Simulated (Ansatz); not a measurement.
In doubt: one-shot GW on d or f shells is unsure, so the values of those runs are not to be relied on.

Two G0W0 runs on CuBiPbS3 (Aikinite).

Symmetry: Pnma, No. 62, orthorhombic system. Conventional cell: a = 11.638 Å, b = 4.039 Å, c = 11.319 Å, α = 90.00°, β = 90.00°, γ = 90.00°. Cu has 4 S at 2.31 to 2.40 Å nearest. Bi has 6 S at 2.66 to 3.16 Å nearest. Nearest to Pb lie 7 S at 2.89 to 3.26 Å and 2 Cu at 3.29 Å. S has 2 Cu at 2.35 Å and 1 Bi at 2.66 Å and 2 Pb at 2.99 Å nearest. Nearest to S lie 1 Cu at 2.31 Å and 3 Pb at 2.89 to 2.99 Å and 2 Bi at 2.95 Å. S has 1 Cu at 2.40 Å and 3 Bi at 2.76 to 3.16 Å and 2 Pb at 3.26 Å nearest. Farther neighbours and most contacts between anions are not listed.

```yaml
crystal:
  lattice:
    - [11.63800, 0.00000, 0.00000]
    - [0.00000, 4.03900, 0.00000]
    - [0.00000, 0.00000, 11.31900]
  atoms:
    - { symbol: Cu, position: [0.23380, 0.25000, 0.20850] }
    - { symbol: Cu, position: [0.26620, 0.75000, 0.70850] }
    - { symbol: Cu, position: [0.73380, 0.25000, 0.29150] }
    - { symbol: Cu, position: [0.76620, 0.75000, 0.79150] }
    - { symbol: Bi, position: [0.01890, 0.25000, 0.68270] }
    - { symbol: Bi, position: [0.48110, 0.75000, 0.18270] }
    - { symbol: Bi, position: [0.51890, 0.25000, 0.81730] }
    - { symbol: Bi, position: [0.98110, 0.75000, 0.31730] }
    - { symbol: Pb, position: [0.83290, 0.25000, 0.01050] }
    - { symbol: Pb, position: [0.66710, 0.75000, 0.51050] }
    - { symbol: Pb, position: [0.33290, 0.25000, 0.48950] }
    - { symbol: Pb, position: [0.16710, 0.75000, 0.98950] }
    - { symbol: S, position: [0.71600, 0.25000, 0.69860] }
    - { symbol: S, position: [0.78400, 0.75000, 0.19860] }
    - { symbol: S, position: [0.21600, 0.25000, 0.80140] }
    - { symbol: S, position: [0.28400, 0.75000, 0.30140] }
    - { symbol: S, position: [0.04670, 0.25000, 0.14000] }
    - { symbol: S, position: [0.45330, 0.75000, 0.64000] }
    - { symbol: S, position: [0.54670, 0.25000, 0.36000] }
    - { symbol: S, position: [0.95330, 0.75000, 0.86000] }
    - { symbol: S, position: [0.37750, 0.25000, 0.05590] }
    - { symbol: S, position: [0.12250, 0.75000, 0.55590] }
    - { symbol: S, position: [0.87750, 0.25000, 0.44410] }
    - { symbol: S, position: [0.62250, 0.75000, 0.94410] }
```

The cell and positions come from the Crystallography Open Database and are kept as given unless a step says otherwise. Spin-orbit coupling is left out unless a run names it.

The first (Ansatz 0.2.0; start r2SCAN, 2×4×2 mesh, 1588 empty bands, screening to 120 eV, hard PAW files; 1 × NVIDIA GB200 (shared by 2 runs) with 16 threads of Arm Neoverse V2, shared host) gave, on its mesh: starting gap 0.86 eV, G0W0 gap 0.87 eV, RPA ε∞ (mean) 12.86, 3.6 min.

The second gave: starting gap 0.86 eV, G0W0 gap 0.86 eV, RPA ε∞ (mean) 12.85, 8.4 min.

**Question.** What was changed in the input? Choose among start, files, mesh, bands and cutoff, frequency model or another key.

Changed: empty bands from 1588 to 2917 and screening cutoff (eV) from 120.0 to 180.0. The starting gap stayed, which rules out the functional and points to the GW step. Other changes could give like numbers; this is the one that was made.

Limits: not at the basis limit; d shell near the gap, gap tends to lie low; no spin-orbit coupling; coarse k mesh.

[Paths, hosts, dates, memory and timing lines, banners, echoed tables and standing remarks are left out of the program output.]

[Logs are printed without paths, hosts, clocks, repeated set-up lines and the standing remarks that a program may print on its own settings, such as how far it seeks lower states.]

[Runs of the session that timed out or met a known fault of the program may be left out.]

[Cells called generated may have been cut or substituted from an entry of the Crystallography Open Database or the Materials Project.]

[Hosts, paths, dates, database ids (printed as entryN), source tags and the programs' standing remarks are cut or masked in the printed files.]
